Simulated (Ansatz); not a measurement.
# Li on Ta(110): change of the work function, part 2 of 3

Wanted: Δφ(θ) for Li/Ta(110), starting from the hollow site.

Ansatz 0.2.0; plane-wave DFT, PBE, Ansatz PAW.

So far, work function, upper face (eV): step 2 (the clean slab) 4.77.

### Step 3. Adsorbate added, k-mesh 6×6×1, coverage 0.25 ML

System of this step: Li/Ta(110). The cell holds 17 atoms: 16 Ta and 1 Li. Cell: a = 5.733 Å, b = 5.733 Å, c = 27.557 Å, α = 90.0°, β = 90.0°, γ = 70.5°. Vacuum lies along c.

The clean slab as it ended is repeated in the plane and the adsorbate is set on one face; the cell's size fixes the coverage, and the k-mesh shrinks with it to keep the sampling density about even. Adsorbate and upper layers relax, since the dipole depends on the height.

Contents of input.yaml:

```yaml
crystal:
  lattice:
    - [4.6810468914, -3.31, 0.0]
    - [4.6810468914, 3.31, 0.0]
    - [0.0, 0.0, 27.5573286585]
  atoms:
    - { symbol: Ta, position: [0.0, 0.0, 0.3265918882] }
    - { symbol: Ta, position: [0.25, 0.25, 0.4115247739] }
    - { symbol: Ta, position: [0.0, 0.0, 0.4965446861] }
    - { symbol: Ta, position: [0.25, 0.25, 0.5781691423] }
    - { symbol: Ta, position: [0.0, 0.5, 0.3265918882] }
    - { symbol: Ta, position: [0.25, 0.75, 0.4115247739] }
    - { symbol: Ta, position: [0.0, 0.5, 0.4965446861] }
    - { symbol: Ta, position: [0.25, 0.75, 0.5781691423] }
    - { symbol: Ta, position: [0.5, 0.0, 0.3265918882] }
    - { symbol: Ta, position: [0.75, 0.25, 0.4115247739] }
    - { symbol: Ta, position: [0.5, 0.0, 0.4965446861] }
    - { symbol: Ta, position: [0.75, 0.25, 0.5781691423] }
    - { symbol: Ta, position: [0.5, 0.5, 0.3265918882] }
    - { symbol: Ta, position: [0.75, 0.75, 0.4115247739] }
    - { symbol: Ta, position: [0.5, 0.5, 0.4965446861] }
    - { symbol: Ta, position: [0.75, 0.75, 0.5781691423] }
    - { symbol: Li, position: [0.42, 0.42, 0.6734081118] }
kpoints:
  mp_grid: { grid: [6, 6, 1] }
hamiltonian:
  xc: pbe
scf:
  occupations: { method: fermi_dirac, width: 0.1 }
  convergence: { dr2_threshold: 1.0e-08 }
efield:
  axis: 3
  dipole_correction: true
  ramp_position: 0.97
  ramp_width: 0.06
relax:
  f_tol: 0.02
  max_steps: 60
  constraints: [{ sites: [0, 1, 4, 5, 8, 9, 12, 13] }]
output:
  dos: { projected: true, e_range: [-8, 4] }
  write_potential: true
  write_density: true
  volumetric_format: npy
  elf: true
```

Run with:

```console
> ansatz run input.yaml --threads 4 --pin off --max-ram 6144MiB --backend cpu --events-out ev --progress --plain --runs-dir out
```

Numbers of over 12 decimals in the logs are rounded to 6 here.

The log of the run:

```text
[...]
Crystal: 17 atoms, lattice volume = 853.961 Å³
Basis set: ecut = 420 eV, 16725 PW (Γ), exchange–correlation on 80×80×384 points (8 copies of the dense FFT grid, shifted against one another)
Bands: 127, of which v1, the nominal top of the filled ones, is band 106 counted from 1 (105 counted from 0)
Symmetry: 2 space group operations
[...]
k-points: 13 of 36 (time reversal used)
[...]
SCF iter   1: F=—  HF=-159112.579639 eV  |F-HF|=—  |Δ(HF+E_count)|=         —  Δρ=5.56e-3  dr2=9.99e0  ethr=1.77e-3  p=0.555 e·Å  D=1.18e-1 V/Å  ΔV_dip=-3.24 eV  dr2_dipole=4.94e0  V_vac-E_F(+/−)=1.81/5.06 eV  ⟨swp⟩=12.2  Hψ=8854  notcnv=0
[...]
SCF iter   9: F=-159112.424244 eV  HF=-159112.424244 eV  |F-HF|=1.25e-8  |Δ(HF+E_count)|=   1.01e-7  Δρ=4.86e-7  dr2=4.26e-9  ethr=4.74e-12  p=0.445 e·Å  D=9.43e-2 V/Å  ΔV_dip=-2.60 eV  dr2_dipole=2.92e-10  V_vac-E_F(+/−)=2.19/4.78 eV  ⟨swp⟩=12.9  Hψ=12825  notcnv=0
SCF 1 converged in 9 iterations: F = -159112.424244 eV  dr2 = 4.26e-9
[...]
relax step   1: F+E_penalty+E_count = -159112.42424428 eV  Δ(F+E_penalty+E_count) = +0.000e0 eV  max|allowed force component| = 4.694e-1 eV/Å  Δτ_max = 0.0000 Å  (9 SCF iters, accepted)
[...]
SCF iter   1: F=—  HF=-159112.548926 eV  |F-HF|=—  |Δ(HF+E_count)|=         —  Δρ=5.35e-3  dr2=1.91e0  ethr=8.11e-4  p=0.445 e·Å  D=9.43e-2 V/Å  ΔV_dip=-2.60 eV  dr2_dipole=2.97e-1  V_vac-E_F(+/−)=2.18/4.78 eV  ⟨swp⟩=1.5  Hψ=5350  notcnv=0  defer=2
[...]
eigensolver tolerance schedule calibrated: the retry pair's looser diagonalisation under-reported the residual by θ = 0.11 (0.18/decade); ethr = c·dr2/N_el runs at the constant in force after the calibration composes with the one it found (an armed cap, an earlier calibration), c = 3.0e-2
[...]
SCF iter   2: F=—  HF=-159112.467051 eV  |F-HF|=—  |Δ(HF+E_count)|=   8.19e-2  Δρ=2.47e-3  dr2=1.62e-1  ethr=2.74e-4  p=0.376 e·Å  D=7.97e-2 V/Å  ΔV_dip=-2.20 eV  dr2_dipole=1.70e-4  V_vac-E_F(+/−)=2.59/4.79 eV  ⟨swp⟩=4.3  Hψ=3630  notcnv=0  defer=2
[...]
SCF iter   9: F=-159112.443790 eV  HF=-159112.443790 eV  |F-HF|=1.18e-8  |Δ(HF+E_count)|=   5.31e-8  Δρ=5.04e-7  dr2=5.50e-9  ethr=1.43e-12  p=0.374 e·Å  D=7.92e-2 V/Å  ΔV_dip=-2.18 eV  dr2_dipole=5.10e-12  V_vac-E_F(+/−)=2.60/4.79 eV  ⟨swp⟩=11.8  Hψ=13223  notcnv=0
SCF 2 converged in 9 iterations: F = -159112.443790 eV  dr2 = 5.50e-9
relax step   2: F+E_penalty+E_count = -159112.44379030 eV  Δ(F+E_penalty+E_count) = -1.955e-2 eV  max|allowed force component| = 6.433e-1 eV/Å  Δτ_max = 0.1928 Å  (9 SCF iters, accepted)
SCF iter   1: F=—  HF=-159112.519765 eV  |F-HF|=—  |Δ(HF+E_count)|=         —  Δρ=2.99e-3  dr2=4.34e-1  ethr=2.32e-3  p=0.374 e·Å  D=7.92e-2 V/Å  ΔV_dip=-2.18 eV  dr2_dipole=4.87e-2  V_vac-E_F(+/−)=2.61/4.80 eV  ⟨swp⟩=4.6  Hψ=2960  notcnv=0  defer=2
[...]
SCF iter   9: F=-159112.496977 eV  HF=-159112.496977 eV  |F-HF|=2.56e-9  |Δ(HF+E_count)|=   1.68e-8  Δρ=4.21e-7  dr2=4.33e-9  ethr=4.74e-12  p=0.393 e·Å  D=8.33e-2 V/Å  ΔV_dip=-2.29 eV  dr2_dipole=6.05e-10  V_vac-E_F(+/−)=2.49/4.79 eV  ⟨swp⟩=14.2  Hψ=12947  notcnv=0
SCF 3 converged in 9 iterations: F = -159112.496977 eV  dr2 = 4.33e-9
relax step   3: F+E_penalty+E_count = -159112.49697653 eV  Δ(F+E_penalty+E_count) = -5.319e-2 eV  max|allowed force component| = 5.399e-2 eV/Å  Δτ_max = 0.1184 Å  (9 SCF iters, accepted)
[...]
relax step   4: F+E_penalty+E_count = -159112.50102710 eV  Δ(F+E_penalty+E_count) = -4.051e-3 eV  max|allowed force component| = 4.538e-2 eV/Å  Δτ_max = 0.0733 Å  (8 SCF iters, accepted)
[...]
relax step   5: F+E_penalty+E_count = -159112.50796908 eV  Δ(F+E_penalty+E_count) = -6.942e-3 eV  max|allowed force component| = 3.143e-2 eV/Å  Δτ_max = 0.1984 Å  (8 SCF iters, accepted)
[...]
relax step   6: F+E_penalty+E_count = -159112.51163815 eV  Δ(F+E_penalty+E_count) = -3.669e-3 eV  max|allowed force component| = 3.060e-2 eV/Å  Δτ_max = 0.1953 Å  (8 SCF iters, accepted)
[...]
relax step   7: F+E_penalty+E_count = -159112.51261107 eV  Δ(F+E_penalty+E_count) = -9.729e-4 eV  max|allowed force component| = 4.215e-2 eV/Å  Δτ_max = 0.1572 Å  (8 SCF iters, accepted)
SCF iter   1: F=—  HF=-159112.512922 eV  |F-HF|=—  |Δ(HF+E_count)|=         —  Δρ=2.44e-4  dr2=1.36e-3  ethr=4.16e-6  p=0.384 e·Å  D=8.14e-2 V/Å  ΔV_dip=-2.24 eV  dr2_dipole=1.83e-5  V_vac-E_F(+/−)=2.55/4.79 eV  ⟨swp⟩=2.7  Hψ=3515  notcnv=0
[...]
SCF iter   6: F=-159112.512796 eV  HF=-159112.512796 eV  |F-HF|=1.93e-8  |Δ(HF+E_count)|=   1.57e-7  Δρ=8.00e-7  dr2=9.79e-9  ethr=4.74e-12  p=0.382 e·Å  D=8.10e-2 V/Å  ΔV_dip=-2.23 eV  dr2_dipole=1.76e-11  V_vac-E_F(+/−)=2.56/4.79 eV  ⟨swp⟩=13.4  Hψ=13604  notcnv=0
SCF 8 converged in 6 iterations: F = -159112.512796 eV  dr2 = 9.79e-9
relax step   8: F+E_penalty+E_count = -159112.51279617 eV  Δ(F+E_penalty+E_count) = -1.851e-4 eV  max|allowed force component| = 1.231e-2 eV/Å  Δτ_max = 0.0289 Å  (6 SCF iters, accepted)
NSCF: frozen V_eff on 13 k-points
[...]
SCF converged after 6 iterations
Free energy (F): -159112.512796 eV
[...]
Internal energy: -159111.770206 eV  (E = F + TS)
E sigma→0 (E₀):  -159112.141501 eV
Entropy (-TS):   -0.742590 eV (-43.682 meV/atom)
Fermi energy:    4.124083 eV
Dipole field:    D = 0.081030 V/Å  (p = 0.382403 e·Å, saw-weighted, corrected)
Work function:   Φ+ = 2.5560 eV   Φ− = 4.7890 eV
[...]
--- Forces (eV/Å), atoms counted from 1 ---
  atom   1  Ta     0.00005112     0.00000000     0.40243530
  atom   2  Ta     0.00048365     0.00000000    -0.41715686
  atom   3  Ta    -0.01091012     0.00000000     0.00419914
  atom   4  Ta    -0.00025756     0.00000000    -0.00102395
  atom   5  Ta     0.00005956     0.00046522     0.41991230
  atom   6  Ta     0.00018325    -0.03185733    -0.42473614
  atom   7  Ta    -0.00099500     0.00646428     0.00082793
  atom   8  Ta     0.00419772    -0.00260423    -0.00875475
  atom   9  Ta     0.00005956    -0.00046522     0.41991230
  atom  10  Ta     0.00018325     0.03185733    -0.42473614
  atom  11  Ta    -0.00099500    -0.00646428     0.00082793
  atom  12  Ta     0.00419772     0.00260423    -0.00875475
  atom  13  Ta    -0.00006479    -0.00000000     0.44092555
  atom  14  Ta    -0.00017246    -0.00000000    -0.41802528
  atom  15  Ta     0.00914043    -0.00000000     0.00145119
  atom  16  Ta    -0.00452278    -0.00000000     0.00039755
  atom  17  Li    -0.00064763    -0.00000000     0.01230791
  max |Σ_I F_I| component: 9.21e-6 eV/Å
--- Band table (eV; the first three rows and the last of 13) ---
  k-point 0: bands = [... 102 lower, 4.2664, 4.4159, 4.5254, 4.6550, 5.0922, 5.1598, 5.1651, 5.2841, ... 17 higher]
  k-point 1: bands = [... 102 lower, 4.0622, 4.2097, 4.4562, 4.6165, 4.6766, 4.7819, 4.8923, 4.9029, ... 17 higher]
  k-point 2: bands = [... 102 lower, 3.8597, 3.9259, 3.9496, 3.9715, 4.0696, 4.1294, 4.1945, 4.2933, ... 17 higher]
  k-point 12: bands = [... 102 lower, 4.0800, 4.2174, 4.2623, 4.2760, 4.2817, 4.3046, 4.3686, 4.5132, ... 17 higher]
--- Relaxed structure (8 steps of the walk, 8 accepted, 0 SCFs on fresh bases) ---
  F+E_penalty+E_count = -159112.51279617 eV   max|allowed force component| = 1.231e-2 eV/Å
  atoms:
    - { symbol: Ta, position: [0.0, 0.0, 0.326592] }
    - { symbol: Ta, position: [0.25, 0.25, 0.411525] }
    - { symbol: Ta, position: [6.763056237629683e-5, 6.76305623762968e-5, 0.495643] }
    - { symbol: Ta, position: [0.252525, 0.252525, 0.580003] }
    - { symbol: Ta, position: [-5.551115123125783e-17, 0.5, 0.326592] }
    - { symbol: Ta, position: [0.25, 0.75, 0.411525] }
    - { symbol: Ta, position: [8.882161904530395e-5, 0.499940, 0.496748] }
    - { symbol: Ta, position: [0.246965, 0.752893, 0.578431] }
    - { symbol: Ta, position: [0.5, -5.551115123125783e-17, 0.326592] }
    - { symbol: Ta, position: [0.75, 0.25, 0.411525] }
    - { symbol: Ta, position: [0.499940, 8.882161904530395e-5, 0.496748] }
    - { symbol: Ta, position: [0.752893, 0.246965, 0.578431] }
    - { symbol: Ta, position: [0.5, 0.5, 0.326592] }
    - { symbol: Ta, position: [0.75, 0.75, 0.411525] }
    - { symbol: Ta, position: [0.499941, 0.499941, 0.496614] }
    - { symbol: Ta, position: [0.747478, 0.747478, 0.579951] }
    - { symbol: Li, position: [0.501147, 0.501147, 0.666116] }
```

It took 9.7 min on 4 threads of Arm Neoverse N1, shared host; peak memory 3 GiB; 38 min of CPU time.

The steps of the relaxation:

| step | energy less that of the first step (eV) | largest force component (eV/Å) |
| --- | --- | --- |
| 1 | 0.0000 | 0.4694 |
| 2 | -0.0195 | 0.6433 |
| 3 | -0.0727 | 0.0540 |
| 4 | -0.0768 | 0.0454 |
| 5 | -0.0837 | 0.0314 |
| 6 | -0.0874 | 0.0306 |
| 7 | -0.0884 | 0.0422 |
| 8 | -0.0886 | 0.0123 |

The run keeps the 2 symmetry operations that it works with, so distortions that break them were not tested.

The atoms that moved most (Å):

| atom | dx | dy | dz | length |
| --- | --- | --- | --- | --- |
| Li17 | 0.760 | 0.000 | -0.201 | 0.786 |
| Ta4 | 0.024 | 0.000 | 0.051 | 0.056 |
| Ta16 | -0.024 | 0.000 | 0.049 | 0.054 |
| Ta3 | 0.001 | 0.000 | -0.025 | 0.025 |
| Ta12 | -0.001 | -0.020 | 0.007 | 0.021 |
| Ta8 | -0.001 | 0.020 | 0.007 | 0.021 |
| Ta7 | 0.000 | 0.000 | 0.006 | 0.006 |
| Ta11 | 0.000 | 0.000 | 0.006 | 0.006 |

The relaxed structure:

```xyz
17
Lattice="4.6810 -3.3100 0.0000 4.6810 3.3100 0.0000 0.0000 0.0000 27.5573" Properties=species:S:1:pos:R:3
Ta    0.0000    0.0000    9.0000
Ta    2.3405    0.0000   11.3405
Ta    0.0006    0.0000   13.6586
Ta    2.3642    0.0000   15.9833
Ta    2.3405    1.6550    9.0000
Ta    4.6810    1.6550   11.3405
Ta    2.3407    1.6545   13.6891
Ta    4.6804    1.6746   15.9400
Ta    2.3405   -1.6550    9.0000
Ta    4.6810   -1.6550   11.3405
Ta    2.3407   -1.6545   13.6891
Ta    4.6804   -1.6746   15.9400
Ta    4.6810    0.0000    9.0000
Ta    7.0216    0.0000   11.3405
Ta    4.6805    0.0000   13.6854
Ta    6.9980    0.0000   15.9819
Li    4.6918    0.0000   18.3564
```

Numbers from this step:

```
energy at zero smearing        : -159112.1415 eV
work function, upper face      : 2.556 eV
work function, lower face      : 4.789 eV
dipole along the normal        : 0.3824 e·Å
step between the vacuum levels : -2.233 eV
```

Running mean over 2.341 Å of the planar mean; the ramp of the sawtooth is left out. The electron's electrostatic potential energy less the Fermi level by z:

z (Å), electron's electrostatic potential energy less the Fermi level (eV) and a bar from the least value:
```
        4        4.8 ##############################
        5        4.8 ##############################
        6        4.6 ##############################
        7        2.9 ##########################
        8       -5.2 ###########
        9      -10.1 #
       10      -10.0 #
       11      -10.0 #
       12      -10.0 #
       13      -10.0 #
       14      -10.2 #
       15      -10.6 
       16      -10.1 #
       17       -5.2 ##########
       18        1.4 #######################
       19        2.1 #########################
       20        2.4 #########################
       21        2.5 ##########################
       22        2.6 ##########################
       23        2.6 ##########################
       24        2.6 ##########################
```

The density of states has structure finer than the step of the table below, so its rows give means over 0.25 eV, whole bins alone (the curve runs from -8 to 1.86 eV). Peaks (eV: height): -1.560: 54.1, -1.470: 42.3, -1.260: 38.1, -1.020: 35.5, -0.690: 29.5, -0.300: 30.4, -0.090: 27.6.

Density of states against energy, zero at the Fermi level; means over each step:

energy (eV), density of states (states/eV a cell) and a bar:
```
    -7.75        0.0 
    -7.50        0.2 
    -7.25        0.9 #
    -7.00        0.9 #
    -6.75        0.9 #
    -6.50        0.9 #
    -6.25        1.7 ##
    -6.00        2.3 ##
    -5.75        2.3 ##
    -5.50        2.5 ##
    -5.25        1.5 #
    -5.00        3.6 ###
    -4.75        4.6 ####
    -4.50        4.2 ####
    -4.25        6.9 ######
    -4.00        9.9 #########
    -3.75       11.3 ##########
    -3.50        9.4 #########
    -3.25       14.6 #############
    -3.00       18.3 ################
    -2.75       15.4 ##############
    -2.50       10.7 ##########
    -2.25       10.3 #########
    -2.00        7.6 #######
    -1.75        6.3 ######
    -1.50       33.3 ##############################
    -1.25       30.0 ###########################
    -1.00       26.4 ########################
    -0.75       24.9 ######################
    -0.50       23.3 #####################
    -0.25       26.3 ########################
     0.00       23.1 #####################
     0.25       18.0 ################
     0.50       11.1 ##########
     0.75       12.0 ###########
     1.00       13.8 ############
     1.25       11.1 ##########
     1.50       11.0 ##########
```

Projected DOS per atom over height of the atomic layer and energy from the Fermi level. Layers: Ta4 Ta4 Ta4 Ta4 Li from below.

Ten even steps from '_' (0.00 states/eV) to '@' (2.01 states/eV), each cell a mean:
```
==::::==--
--::::==::
--::::==..
++----++__
%%****##__
@@**++##__
%%##**@@::
##%%@@%%..
......::__
--------__
==++++==__
--======__
::----::__
..::::..__
........__
__________
__________
__________
__________
__________
__________
__________
```
Columns: height of the atomic layer (Å) from 9 to 18.4; rows upwards: energy from the Fermi level (eV) from -7.96 to 1.84.

Valence density in the ca plane at fractional y = 0.500, with atoms of Ta and Li within 0.2 Å of it. It is the smooth field of the valence electrons, not physical close to the nuclei.

Ten steps, logarithmic in the rise over the least value, from '0' (0.0 e/Å³) to '9' (6.2 e/Å³), each cell a mean:
```
98643333335899863333221100000000000000000000
87533333334678643333322110000000000000000000
54333333333445433333322110000000000000000000
43333333333333333333322110000000000000000000
54333333333455433333322111000000000000000000
87533333334688643333322224300000000000000000
98643333335899863333322259830000000000000000
99743333335899863333322269840000000000000000
88643333335788753333322236510000000000000000
65433333333566543333322211100000000000000000
43333333333344333333322110000000000000000000
43333333333344333333322110000000000000000000
65433333333566543333322110000000000000000000
98643333335788753333322100000000000000000000
89743333335899864333221100000000000000000000
```
Columns run along c (16.0 Å, from fractional 0.33 to 0.91 of the cell), rows up along a (5.7 Å). Atoms in or near the plane, at fractional coordinates: Ta at (0.50, 0.00), Ta at (0.50, 0.50), Li at (0.67, 0.50).

ELF in the ca plane at fractional y = 0.500, with atoms of Ta and Li within 0.2 Å of it. It is the smooth field of the valence electrons, not physical close to the nuclei.

Ten even steps from '0' (0.00) to '9' (0.98), each cell a mean:
```
46435434433654632543345554321000000000000000
65234433432466423433345554321100000000000000
32344323443222234433345555432100000000000000
33454323455322345433345664322100000000000000
32344323443222234433345631000000000000000000
65234433432466423433356402200000000000000000
46435434433644632443456229930000000000000000
26535544433632642543456149950000000000000000
66335433432566623443456215510000000000000000
53244333442244224433346510000000000000000000
33444323454322345433345653211100000000000000
33444323454322345433345555432100000000000000
53244333442244224433345554432100000000000000
66335433432566623443345554321000000000000000
16535544433632642543445554321000000000000000
```
Columns run along c (16.0 Å, from fractional 0.33 to 0.91 of the cell), rows up along a (5.7 Å). Atoms in or near the plane, at fractional coordinates: Ta at (0.50, 0.00), Ta at (0.50, 0.50), Li at (0.67, 0.50).

Electrostatic potential energy in the ca plane at fractional y = 0.500, with atoms of Ta and Li within 0.2 Å of it. With pseudopotentials it is smooth inside the atoms' cores, unlike the true potential.

Ten even steps from '0' (-51 eV) to '9' (8 eV), each cell a mean:
```
01589999986200168999999999999999999999999999
24789999998533579999999999999999999999999999
77899988999877899988999999999999999999999999
88999888999988999988899999999999999999999999
77899988999877899988999999999999999999999999
24789999998533579999999987789999999999999999
01589999986200268999999864478999999999999999
00489999986100158999999853478999999999999999
02689999997310368999999975688999999999999999
56899989998755689999999998899999999999999999
88999888999888899988999999999999999999999999
88999888999888899988899999999999999999999999
56899989998755689998999999999999999999999999
02689999997300368999999999999999999999999999
00489999986100158999999999999999999999999999
```
Columns run along c (16.0 Å, from fractional 0.33 to 0.91 of the cell; values clipped at the 3rd and 97th percentile), rows up along a (5.7 Å). Atoms in or near the plane, at fractional coordinates: Ta at (0.50, 0.00), Ta at (0.50, 0.50), Li at (0.67, 0.50).

The relaxation took 8 steps and lowered the energy by 0.089 eV; the largest force on the free atoms ends at 0.012 eV/Å.

By hand: a sheet of dipoles makes a step −p/(ε₀A) in the electron's potential. With e/ε₀ = 180.95 V·Å, p = 0.3824 e·Å and A = 30.99 Å², that is −180.95 × (0.3824) / 30.99 = -2.233 eV, and the two vacuum levels of the run differ by -2.233 eV.

The covered face has 2.56 eV, -2.21 eV against the clean one; the bare back face has moved by -0.03 eV, a measure of how thin the slab is.

[end of part 2 of 3]

[Logs are printed without paths, hosts, clocks, repeated set-up lines and the standing remarks that a program may print on its own settings, such as how far it seeks lower states.]

[Hosts, paths, dates, database ids (printed as entryN), source tags and the programs' standing remarks are cut or masked in the printed files.]

[Maps of the electrostatic potential energy from Ansatz leave out the sawtooth potential of an applied field or a dipole correction, so their vacuum need not be flat; planar profiles and work functions include it.]

[The density of states shown here was stored with 400 of the rows of the run's finer table, so its peaks can read low, often by over a quarter, or be missed, and its means over a window can be off by a tenth or more.]
